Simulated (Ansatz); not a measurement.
**KVSe3 (model cell, started as cubic perovskite with V in the octahedra): a soft mode frozen in**

Which phase does KVSe3 (model cell, started as cubic perovskite with V in the octahedra) fall into along its unstable mode, and how much energy does it gain?

Calculated with Ansatz 0.2.0; DFT PBEsol, scalar-relativistic, plane waves, PAW; PAW set soft_1.

The structure was built from a prototype and need not be the compound's stable phase.

### Step 1. The starting structure

Symmetry: Pm-3m, No. 221, cubic system. Conventional cell: a = 4.859 Å, b = 4.859 Å, c = 4.859 Å, α = 90.00°, β = 90.00°, γ = 90.00°. K has 12 Se at 3.44 Å nearest. Nearest to V lie 6 Se at 2.43 Å. Nearest to Se lie 2 V at 2.43 Å and 4 K at 3.44 Å. Farther neighbours and most contacts between anions are not listed.

Structure file:

```cif
data_structure
_symmetry_space_group_name_H-M 'Pm-3m'
_symmetry_Int_Tables_number 221
_cell_length_a 4.8592
_cell_length_b 4.8592
_cell_length_c 4.8592
_cell_angle_alpha 90.000
_cell_angle_beta 90.000
_cell_angle_gamma 90.000
_cell_volume 114.74
loop_
_atom_site_label
_atom_site_type_symbol
_atom_site_symmetry_multiplicity
_atom_site_Wyckoff_symbol
_atom_site_fract_x
_atom_site_fract_y
_atom_site_fract_z
_atom_site_occupancy
K1 K 1 a 0.00000 0.00000 0.00000 1
V1 V 1 b 0.50000 0.50000 0.50000 1
Se1 Se 3 c 0.50000 0.50000 0.00000 1
```

### Step 2. Phonons on a q mesh

The cell comes from relaxations at this level that are not shown. Stability and thermal properties need the whole zone. Linear response on a 2×2×2 q mesh gives force constants as far as a supercell of that size would.

input.yaml reads:

```yaml
crystal:
  lattice:
    - [4.8592117424, 0.0, 0.0]
    - [0.0, 4.8592117424, 0.0]
    - [0.0, 0.0, 4.8592117424]
  atoms:
    - { symbol: K, position: [0.0, 0.0, 0.0] }
    - { symbol: V, position: [0.5, 0.5, 0.5] }
    - { symbol: Se, position: [0.5, 0.5, 0.0] }
    - { symbol: Se, position: [0.5, 0.0, 0.5] }
    - { symbol: Se, position: [0.0, 0.5, 0.5] }
kpoints:
  mp_grid: { grid: [8, 8, 8] }
hamiltonian:
  xc: pbesol
  pseudopotentials: { kind: paw, azcp: { folder: soft_1 }, xc_functional: pbe }
scf:
  occupations: { method: methfessel_paxton, width: 0.2 }
output:
  eigenvalues: true
phonons:
  method: dfpt
  qmesh: [2, 2, 2]
  temperatures: { t_max: 1000, t_step: 50 }
  qpath:
    path:
      - [[0.0, 0.0, 0.0], [0.0, 0.5, 0.0], [0.5, 0.5, 0.0], [0.0, 0.0, 0.0], [0.5, 0.5, 0.5], [0.0, 0.5, 0.0]]
      - [[0.5, 0.5, 0.5], [0.5, 0.5, 0.0]]
    npoints: 10
```

Launch:

```console
$ ansatz run input.yaml --threads 8 --pin off --max-ram 16384MiB --backend cpu --events-out ev --progress --plain --runs-dir out
```

Numbers of over 12 decimals in the logs are rounded to 6 here.

The log of the run:

```text
Engine: ansatz 0.2.0, aarch64-unknown-linux-gnu
Pseudopotentials: kind: paw
Pseudopotential: K, paw, valence charge 9, recommended cutoff 420 eV (normal), soft_1/K.paw.azcp
Pseudopotential: V, paw, valence charge 13, recommended cutoff 420 eV (normal), soft_1/V.paw.azcp
Pseudopotential: Se, paw, valence charge 16, recommended cutoff 420 eV (normal), soft_1/Se.paw.azcp
Functional definition: PBEsol
  exchange = pbesol_x
  correlation = pbesol_c
Crystal: 5 atoms, lattice volume = 114.735 Å³
Basis set: ecut = 420 eV, 2205 PW (Γ), exchange–correlation on 72×72×72 points (8 copies of the dense FFT grid, shifted against one another)
Bands: 42, of which v1, the nominal top of the filled ones, is band 35 counted from 1 (34 counted from 0)
Symmetry: 48 space group operations
k-points: 35 of 512
Non-local potential: K, projectors of the file, l = 0: 3, l = 1: 2, l = 2: 2
Non-local potential: V, projectors of the file, l = 0: 3, l = 1: 2, l = 2: 3, l = 3: 1
Non-local potential: Se, projectors of the file, l = 0: 2, l = 1: 2, l = 2: 3, l = 3: 1
PAW form: soft (Blöchl's): semilocal exchange-correlation on the pseudo side does not see the compensation charge
PAW frozen core: K, regenerated for the run's functional, and the local potential with it (the file was generated under x = pbe(κ = 0.804, μ = 0.219515), c = pbe(β = 0.066725))
PAW frozen core: V, regenerated for the run's functional, and the local potential with it (the file was generated under x = pbe(κ = 0.804, μ = 0.219515), c = pbe(β = 0.066725))
PAW frozen core: Se, regenerated for the run's functional, and the local potential with it (the file was generated under x = pbe(κ = 0.804, μ = 0.219515), c = pbe(β = 0.066725))
PAW one-centre angular grid: K, 110 points (default); XC on 64 Gauss nodes
PAW one-centre angular grid: V, 590 points (default); XC on 64 Gauss nodes
PAW one-centre angular grid: Se, 590 points (default); XC on 64 Gauss nodes
Initial density: superposition of atomic densities (chi_scale 0.1, normalization cell, long waves kept (reshape's long-wave potential 0.00 eV rms))
Initial wavefunctions: pseudopotential atomic-orbital guess
Functional: x = pbesol(κ = 0.804, μ = 0.123457), c = pbesol(β = 0.046)
SCF iter   1: F=—  HF=-20681.448303 eV  |F-HF|=—  |Δ(HF+E_count)|=         —  Δρ=1.99e-1  dr2=7.56e1  ethr=3.10e-3  ⟨swp⟩=7.3  Hψ=5475  notcnv=0
preconditioner: auto → Kerker (q_TF=auto, 2.513 Å⁻¹)  [metal: Δε(μ)=0.037 eV  Ē_g=9.270 eV  σ=0.200 eV  W_gap=0.16  n_scr=26 (ndim 8)  ℏωp=19.0 eV  f_vac=0.002  D(μ)=9.28/eV (n_scr^D=92)]
SCF iter   2: F=—  HF=-20678.177254 eV  |F-HF|=—  |Δ(HF+E_count)|=    3.27e0  S|Δr|=    0.00e0  Δρ=7.91e-2  dr2=1.34e1  ethr=3.10e-3  ⟨swp⟩=2.5  Hψ=2460  notcnv=0  defer=11
SCF iter   3: F=—  HF=-20677.105980 eV  |F-HF|=—  |Δ(HF+E_count)|=    1.07e0  S|Δr|=    0.00e0  Δρ=2.23e-2  dr2=1.05e0  ethr=3.10e-3  ⟨swp⟩=2.7  Hψ=2242  notcnv=0  defer=11
SCF iter   4: F=—  HF=-20677.019063 eV  |F-HF|=—  |Δ(HF+E_count)|=   8.69e-2  S|Δr|=    0.00e0  Δρ=3.79e-3  dr2=2.64e-2  ethr=1.50e-3  ⟨swp⟩=2.3  Hψ=1861  notcnv=0
SCF iter   5: F=—  HF=-20677.014710 eV  |F-HF|=—  |Δ(HF+E_count)|=   4.35e-3  S|Δr|=    0.00e0  Δρ=1.40e-3  dr2=5.30e-3  ethr=3.77e-5  ⟨swp⟩=2.1  Hψ=1949  notcnv=0
SCF iter   6: F=—  HF=-20677.014198 eV  |F-HF|=—  |Δ(HF+E_count)|=   5.12e-4  S|Δr|=    0.00e0  Δρ=6.49e-4  dr2=1.04e-3  ethr=7.57e-6  ⟨swp⟩=2.0  Hψ=2626  notcnv=0
SCF iter   7: F=—  HF=-20677.013876 eV  |F-HF|=—  |Δ(HF+E_count)|=   3.22e-4  S|Δr|=    0.00e0  Δρ=4.22e-4  dr2=4.02e-4  ethr=1.48e-6  ⟨swp⟩=2.7  Hψ=2391  notcnv=0
SCF iter   8: F=—  HF=-20677.013864 eV  |F-HF|=—  |Δ(HF+E_count)|=   1.19e-5  S|Δr|=    0.00e0  Δρ=1.72e-4  dr2=6.80e-5  ethr=5.75e-7  ⟨swp⟩=1.0  Hψ=1470  notcnv=0
SCF iter   9: F=—  HF=-20677.013859 eV  |F-HF|=—  |Δ(HF+E_count)|=   4.72e-6  S|Δr|=    0.00e0  Δρ=2.28e-5  dr2=1.16e-6  ethr=9.71e-8  ⟨swp⟩=1.7  Hψ=1568  notcnv=0
SCF iter  10: F=—  HF=-20677.013862 eV  |F-HF|=—  |Δ(HF+E_count)|=   3.40e-6  S|Δr|=    0.00e0  Δρ=1.03e-5  dr2=1.95e-7  ethr=1.66e-9  ⟨swp⟩=2.0  Hψ=1927  notcnv=0
[...]
SCF iter  13: F=—  HF=-20677.013862 eV  |F-HF|=—  |Δ(HF+E_count)|=  2.62e-10  S|Δr|=    0.00e0  Δρ=1.54e-7  dr2=2.71e-11  ethr=1.00e-12  ⟨swp⟩=2.0  Hψ=2630  notcnv=0
SCF iter  14: F=-20677.013862 eV  HF=-20677.013862 eV  |F-HF|=3.64e-12  |Δ(HF+E_count)|=  7.28e-12  S|Δr|=    0.00e0  Δρ=2.86e-8  dr2=1.27e-12  ethr=1.00e-12  ⟨swp⟩=6.2  Hψ=6769  notcnv=0
SCF 1 converged in 14 iterations: F = -20677.013862 eV  dr2 = 1.27e-12
  greatest PAW one-centre occupation: 1.000 electrons in one spin orbital (limit 2), on the Se atom at site 4 (counted from 0), in its partial waves of l = 2
Initial density: read from a saved state, or passed on in memory by an earlier SCF of this step, an earlier step, the calling program or the single point that the run made first
iter 1 solved again at ethr=2.09e-7 eV; its pass at ethr=3.10e-3 eV (dr2=1.46e-4 eV) is discarded
SCF iter   1: F=—  HF=-20677.013860 eV  |F-HF|=—  |Δ(HF+E_count)|=         —  Δρ=7.36e-7  dr2=7.92e-10  ethr=2.09e-7  ⟨swp⟩=3.0  Hψ=8511  notcnv=0
eigensolver tolerance schedule: the retry pair's looser diagonalisation over-reported the residual by 184289.05 of it (diagonalisation noise at an unbounded share of the residual, at the tolerance the schedule requests for it); recorded, not acted on — ethr = c·dr2/N_el stays at c = 1.0e-1
preconditioner: auto → LDOS  [metal: Δε(μ)=0.086 eV  Ē_g=9.299 eV  σ=0.200 eV  W_gap=0.35  n_scr=26 (ndim 8)  ℏωp=19.0 eV  f_vac=0.028  D(μ)=3.08/eV (n_scr^D=18)  β→1.0]
SCF iter   2: F=—  HF=-20677.013862 eV  |F-HF|=—  |Δ(HF+E_count)|=   2.46e-6  S|Δr|=    0.00e0  Δρ=8.75e-7  dr2=1.00e-9  ethr=1.13e-12  ⟨swp⟩=3.2  Hψ=4016  notcnv=0
SCF iter   3: F=—  HF=-20677.013862 eV  |F-HF|=—  |Δ(HF+E_count)|=  3.06e-10  S|Δr|=    0.00e0  Δρ=4.62e-7  dr2=3.74e-10  ethr=1.13e-12  ⟨swp⟩=2.0  Hψ=2120  notcnv=0
SCF iter   4: F=—  HF=-20677.013862 eV  |F-HF|=—  |Δ(HF+E_count)|=  2.18e-11  S|Δr|=    0.00e0  Δρ=3.26e-7  dr2=1.60e-10  ethr=1.00e-12  ⟨swp⟩=1.0  Hψ=1470  notcnv=0
SCF iter   5: F=—  HF=-20677.013862 eV  |F-HF|=—  |Δ(HF+E_count)|=  3.27e-11  S|Δr|=    0.00e0  Δρ=1.75e-7  dr2=4.45e-11  ethr=1.00e-12  ⟨swp⟩=1.0  Hψ=1470  notcnv=0
SCF iter   6: F=—  HF=-20677.013862 eV  |F-HF|=—  |Δ(HF+E_count)|=  7.28e-12  S|Δr|=    0.00e0  Δρ=1.04e-7  dr2=1.53e-11  ethr=1.00e-12  ⟨swp⟩=1.0  Hψ=1470  notcnv=0
SCF iter   7: F=-20677.013862 eV  HF=-20677.013862 eV  |F-HF|=0.00e0  |Δ(HF+E_count)|=  3.64e-12  S|Δr|=    0.00e0  Δρ=5.08e-8  dr2=3.90e-12  ethr=1.00e-12  ⟨swp⟩=2.5  Hψ=3076  notcnv=0
SCF 2 converged in 7 iterations: F = -20677.013862 eV  dr2 = 3.90e-12
  greatest PAW one-centre occupation: 1.000 electrons in one spin orbital (limit 2), on the Se atom at site 3 (counted from 0), in its partial waves of l = 2
phonons: the bands overlap, so this run is a metal and interpolates without the dipole-dipole term. If the crystal is really an insulator or semiconductor, its LO-TO splitting is missing
NSCF: frozen V_eff on 35 k-points
WARN: eigensolver did not converge (k=9): 1 band(s) unlocked after 20 sweeps at ethr=1.05e-12 eV (storage-precision floor; scheduled 1.00e-12 eV) (lowest unlocked band 41, counted from 0; max residual 1.69e-4 eV among the unlocked bands, 1.69e-4 eV over every band; other slots of this pass that fall short are told together in one closing line; warning suppressed until the next SCF loop or pass starts)
WARN: eigensolver did not converge in 10 slots of this pass, the one above among them; of largest residual over every band (k=12): 1 band(s) unlocked (lowest unlocked band 41, counted from 0; max residual 6.52e-4 eV among the unlocked bands, 6.52e-4 eV over every band); of lowest unlocked band (k=9): band 41
NSCF: frozen V_eff on 125 k-points
DFPT response loops at q = (0, 0, 0) (fractional): preconditioner auto → Kerker (q_TF=auto, 2.513 Å⁻¹) (partly filled bands, converged f_vac=0.028); β = 1.00, the filter's whole step (`scf.mixing.beta` (0.50) is not read by the response loops under this deck's `scf.mixing.preconditioner`; to damp them name `kerker` or `kerker_dos`, under which they read `scf.mixing.beta`, and type it under 1.00, their step now; both keys bind the ground state too); Broyden in place of MSR1
NSCF: frozen V_eff on 250 k-points
DFPT response loops at q = (0, 0, -0.5) (fractional): mixed as the last ones told, above
NSCF: frozen V_eff on 250 k-points
DFPT response loops at q = (0, -0.5, -0.5) (fractional): mixed as the last ones told, above
NSCF: frozen V_eff on 250 k-points
DFPT response loops at q = (-0.5, -0.5, -0.5) (fractional): mixed as the last ones told, above
SCF converged after 14 iterations
Stability not checked: this state was not tested for a lower state beside it, because cold or Methfessel-Paxton smearing, or corrected tetrahedra, fill the levels in a way that the test cannot read (fill_not_monotonic; see scf.lower_state_search)
Free energy (F): -20677.013862 eV
Harris-Foulkes:  -20677.013862 eV  (|F-HF|=3.64e-12)
Internal energy: -20677.022411 eV  (E = F + TS)
E sigma→0 (E₀):  -20677.015999 eV
Entropy (-TS):   0.008548 eV (1.710 meV/atom)
Fermi energy:    8.381485 eV
--- Per-component energies (eV) ---
  E_band       = -1468.836024
  E_kinetic    = 884.113794
  E_local      = -10347.039589  (includes V_loc(G=0)·N_el)
  E_nonlocal   = -962.272521
  E_hartree    = 5173.561292
  E_xc         = -502.038245
  E_vxc        = -580.779797  (∫ρ·V_xc dr)
  E_paw        = -8120.068435  (= ΣΔE_a)
  E_vpaw       = -809.980430  (= ΣTr[D̂ρ^β])
  E_aug_tail   = 0.000047  (compensation charges beyond the density's cutoff)
  E_ewald      = -6806.561674
  E_core_change = 3.282920  (= ΣΔE_core)
  E_smearing   = 0.008548  (= −TS)
  E_closure    = 0.000000  (closes the sum)
  Σ components = -20677.013862   (vs F -20677.013862, Δ=0.00e0)
--- Band table (eV; the first three rows and the last of 35) ---
  k-point 0: bands = [... 31 lower, 7.2256, 7.4402, 7.4402, 7.4402, 8.2429, 8.2429, 8.2429, 8.6186, ... 3 higher]
  k-point 1: bands = [... 31 lower, 7.0921, 7.4459, 7.5086, 7.7292, 7.7292, 8.4246, 8.4246, 8.6263, ... 3 higher]
  k-point 2: bands = [... 31 lower, 6.6228, 6.8090, 7.4595, 7.8063, 7.8063, 8.6389, 8.8347, 8.8347, ... 3 higher]
  k-point 34: bands = [... 31 lower, 4.5019, 8.8920, 8.8920, 8.8920, 9.1406, 9.1406, 9.1406, 12.0065, ... 3 higher]
--- Phonons (Γ-DFPT): 4 representative perturbations + reference (Σ response iterations 12) ---
  ASR residual: 4.698e-5 → 0.000e0 eV/Å²; symmetrization residual: 3.863e-6 eV/Å²
  ASR residual per site (eV/Å²): 2.49e-6 9.00e-6 4.70e-5 4.70e-5 4.70e-5
  Γ frequencies (cm⁻¹): -105.65 -105.65 -105.65 0.00 0.00 0.00 64.10 64.10 64.10 107.20 107.20 107.20 210.76 210.76 210.76
--- Phonons (arbitrary-q DFPT): 4 irreducible q on the 2×2×2 mesh ---
  q = [0.0000, 0.0000, 0.0000] (star 1, of the zone-centre solve; hermiticity 8.57e-7, symmetrization 9.06e-12): -105.65 -105.65 -105.65 -0.00 -0.00 0.00 64.10 64.10 64.10 107.20 107.20 107.20 210.76 210.76 210.76
  q = [0.0000, 0.0000, -0.5000] (star 3, 9 solved perturbations in 975 linear systems a pass and spin channel, the states on 125 of 512 k-point pairs; hermiticity 3.15e-7, symmetrization 3.22e-12): -100.32 -100.32 47.80 47.80 75.42 75.47 79.16 79.16 102.11 117.34 117.34 147.21 201.72 201.72 211.51
  q = [0.0000, -0.5000, -0.5000] (star 3, 9 solved perturbations in 975 linear systems a pass and spin channel, the states on 125 of 512 k-point pairs; hermiticity 1.29e-6, symmetrization 2.50e-12): -99.23 40.30 62.02 62.02 82.49 97.86 98.02 98.02 100.00 100.00 136.16 148.11 148.11 190.82 234.74
  q = [-0.5000, -0.5000, -0.5000] (star 1, 4 solved perturbations in 350 linear systems a pass and spin channel, the states on 125 of 512 k-point pairs; hermiticity 1.35e-6, symmetrization 2.63e-11): -80.47 -80.47 40.38 40.38 40.38 87.77 87.77 87.77 126.30 126.30 126.30 146.69 146.69 146.69 256.40
  sum rule: each row above includes the acoustic sum rule's correction from the zone centre's row sums; it moved no ω² by more than (0.40 cm⁻¹)²
  mesh force constants: q→R imaginary residual 2.79e-18; ASR residual 4.698e-5 → 0.000e0 eV/Å²; symmetrization residual 8.882e-15 eV/Å²
  interpolated dispersion: 62 rows × 15 modes
  density of states and harmonic sums: on the 14×14×14 q-mesh, interpolated from the force constants of a 2×2×2 supercell (no non-analytic term)
  largest difference from the sums on the solved wave vectors: F 1.67e-1 eV, S 2.07e-4 and C_V 5.36e-5 eV/K
  zero-point energy: 0.090890 eV/cell   skipped modes (ω ≤ 0): 211, of them read as no rigid motion or as one in doubt: 208 (1.657e0 modes/cell left out, lowest -105.65 cm⁻¹)   left out of the sums: 1.11e-1 of the cell's modes: C_V's classical limit lies that fraction below 3 k_B per atom; for a crystal, a wire or a layer, F and S can be off by more, and a phonons.interpolated_qmesh denser along its periods is the remedy for the sampling
```

Wall time 3.4 min (8 threads of Arm Neoverse V2, shared host); peak memory 1.9 GiB.

Numbers from this step:

- volume per atom: 22.95 Å³
- gap on the k-mesh: 0 eV
- sum-rule residual before enforcement: 4.70e-5 eV/Å²
- lowest frequency on the path: -105.6 cm⁻¹
- point group: m-3m
- highest frequency on the path or at a solved wavevector: 256.4 cm⁻¹
- highest optical mode at the zone centre (no LO-TO term): 210.8 cm⁻¹
- lowest optical zone-centre mode: -105.7 cm⁻¹
- lowest mode on the q mesh (acoustic modes at Γ apart): -105.7 cm⁻¹

Frequencies (cm⁻¹) solved at each irreducible wavevector; negative means imaginary. Frequencies by wavevector, by row:

| q in reciprocal lattice units | star | mode 1 | mode 2 | mode 3 | mode 4 | mode 13 | mode 14 | mode 15 |
| --- | --- | --- | --- | --- | --- | --- | --- | --- |
| 0 0 0 | 1 | -105.7 | -105.7 | -105.7 | 0 | 210.8 | 210.8 | 210.8 |
| 0 0 -0.5 | 3 | -100.3 | -100.3 | 47.8 | 47.8 | 201.7 | 201.7 | 211.5 |
| 0 -0.5 -0.5 | 3 | -99.2 | 40.3 | 62 | 62 | 148.1 | 190.8 | 234.7 |
| -0.5 -0.5 -0.5 | 1 | -80.5 | -80.5 | 40.4 | 40.4 | 146.7 | 146.7 | 256.4 |

Interpolated from a 2×2×2 q mesh. Phonon branches along the path, in cm⁻¹:

| point | branch 1 | branch 2 | branch 3 | branch 4 | branch 12 | branch 13 | branch 14 | branch 15 |
| --- | --- | --- | --- | --- | --- | --- | --- | --- |
| Γ | -106 | -106 | -106 | 0 | 107 | 211 | 211 | 211 |
| halfway | -102 | -102 | -28 | 32 | 110 | 207 | 207 | 212 |
| X | -100 | -100 | 48 | 48 | 147 | 202 | 202 | 212 |
| halfway | -99 | 30 | 48 | 50 | 148 | 156 | 197 | 231 |
| M | -99 | 40 | 62 | 62 | 148 | 148 | 191 | 235 |
| halfway | -99 | -23 | 27 | 48 | 116 | 180 | 203 | 227 |
| Γ | -106 | -106 | -106 | 0 | 107 | 211 | 211 | 211 |
| halfway | 19 | 19 | 35 | 35 | 119 | 171 | 171 | 242 |
| R | -80 | -80 | 40 | 40 | 147 | 147 | 147 | 256 |
| halfway | -24 | -1 | 43 | 50 | 141 | 145 | 157 | 248 |
| X | -100 | -100 | 48 | 48 | 147 | 202 | 202 | 212 |
| jump to R | -80 | -80 | 40 | 40 | 147 | 147 | 147 | 256 |
| halfway | -48 | 13 | 40 | 53 | 142 | 144 | 144 | 252 |
| M | -99 | 40 | 62 | 62 | 148 | 148 | 191 | 235 |

Symmetry leaves 4 wavevectors to solve. The lowest mode among them, the acoustic zeros apart, lies at Γ and is imaginary, 105.7i cm⁻¹, so the energy falls along it.

### Step 3. The mode frozen in, largest atomic shift 0 Å

The mode followed lies at q = (0, 0, -0.5) with frequency 100.3i cm⁻¹ and is 2-fold degenerate, one of the unstable modes though not the softest. At small amplitude the distorted cell has space group no. 51 by a symmetry search on the positions. The undistorted cell that holds it gives the zero of energy on the same k mesh.

System of this step: KVSe3 (model cell, started as cubic perovskite with V in the octahedra). Symmetry: Pm-3m, No. 221, cubic system. The conventional cell has a = 4.859 Å, b = 4.859 Å, c = 4.859 Å, α = 90.00°, β = 90.00°, γ = 90.00°. Nearest to K lie 12 Se at 3.44 Å. Nearest to V lie 6 Se at 2.43 Å. Nearest to Se lie 2 V at 2.43 Å and 4 K at 3.44 Å. Nearest to Se lie 2 V at 2.43 Å and 4 K at 3.44 Å. Farther neighbours and most contacts between anions are not listed.

input.yaml reads:

```yaml
crystal:
  lattice:
    - [4.8592117424, 0.0, 0.0]
    - [0.0, 4.8592117424, 0.0]
    - [0.0, 0.0, 9.7184234848]
  atoms:
    - { symbol: K, position: [0.0, 0.0, 0.0] }
    - { symbol: K, position: [0.0, 0.0, 0.5] }
    - { symbol: V, position: [0.5, 0.5, 0.25] }
    - { symbol: V, position: [0.5, 0.5, 0.75] }
    - { symbol: Se, position: [0.5, 0.5, 0.0] }
    - { symbol: Se, position: [0.5, 0.5, 0.5] }
    - { symbol: Se, position: [0.5, 0.0, 0.25] }
    - { symbol: Se, position: [0.5, 0.0, 0.75] }
    - { symbol: Se, position: [0.0, 0.5, 0.25] }
    - { symbol: Se, position: [0.0, 0.5, 0.75] }
kpoints:
  mp_grid: { grid: [8, 8, 4] }
hamiltonian:
  xc: pbesol
  pseudopotentials: { kind: paw, azcp: { folder: soft_1 }, xc_functional: pbe }
scf:
  occupations: { method: methfessel_paxton, width: 0.2 }
output:
  forces: true
  stress: true
  eigenvalues: true
```

The log of the run:

```text
[...]
Crystal: 10 atoms, lattice volume = 229.471 Å³
Basis set: ecut = 420 eV, 4445 PW (Γ), exchange–correlation on 72×72×144 points (8 copies of the dense FFT grid, shifted against one another)
Bands: 84, of which v1, the nominal top of the filled ones, is band 70 counted from 1 (69 counted from 0)
Symmetry: 32 space group operations
[...]
k-points: 45 of 256
[...]
k-point 0: bands = [... 66 lower, 7.4403, 7.4403, 7.4790, 7.7933, 7.7933, 8.2430, 8.2430, 8.2430, ... 10 higher]
  k-point 1: bands = [... 66 lower, 7.4733, 7.5086, 7.7293, 7.7293, 7.8006, 7.8006, 8.4247, 8.4247, ... 10 higher]
  k-point 2: bands = [... 66 lower, 7.4596, 7.4596, 7.8064, 7.8064, 7.8064, 7.8064, 8.6390, 8.6390, ... 10 higher]
  k-point 44: bands = [... 66 lower, 7.7866, 7.7866, 8.8507, 8.8507, 9.0724, 9.0724, 9.1566, 9.1566, ... 10 higher]
[key lines of the parts left out:]
SCF converged after 11 iterations
Free energy (F): -41354.027725 eV
Fermi energy:    8.381536 eV
P = ⅓ Tr σ = 0.0009 GPa (0.009 kbar)
```

The job ended after 6 s (8 threads; peak memory 1.4 GiB).

Numbers from this step:

```yaml
pressure: 8.63e-4 GPa
energy_from_the_undistorted_cell: 0 meV/atom
```

The run ends at a pressure of 0.00 GPa.

(Part 1 of 3 ends here.)

[Logs are printed without paths, hosts, clocks, repeated set-up lines and the standing remarks that a program may print on its own settings, such as how far it seeks lower states.]

[Hosts, paths, dates, database ids (printed as entryN), source tags and the programs' standing remarks are cut or masked in the printed files.]
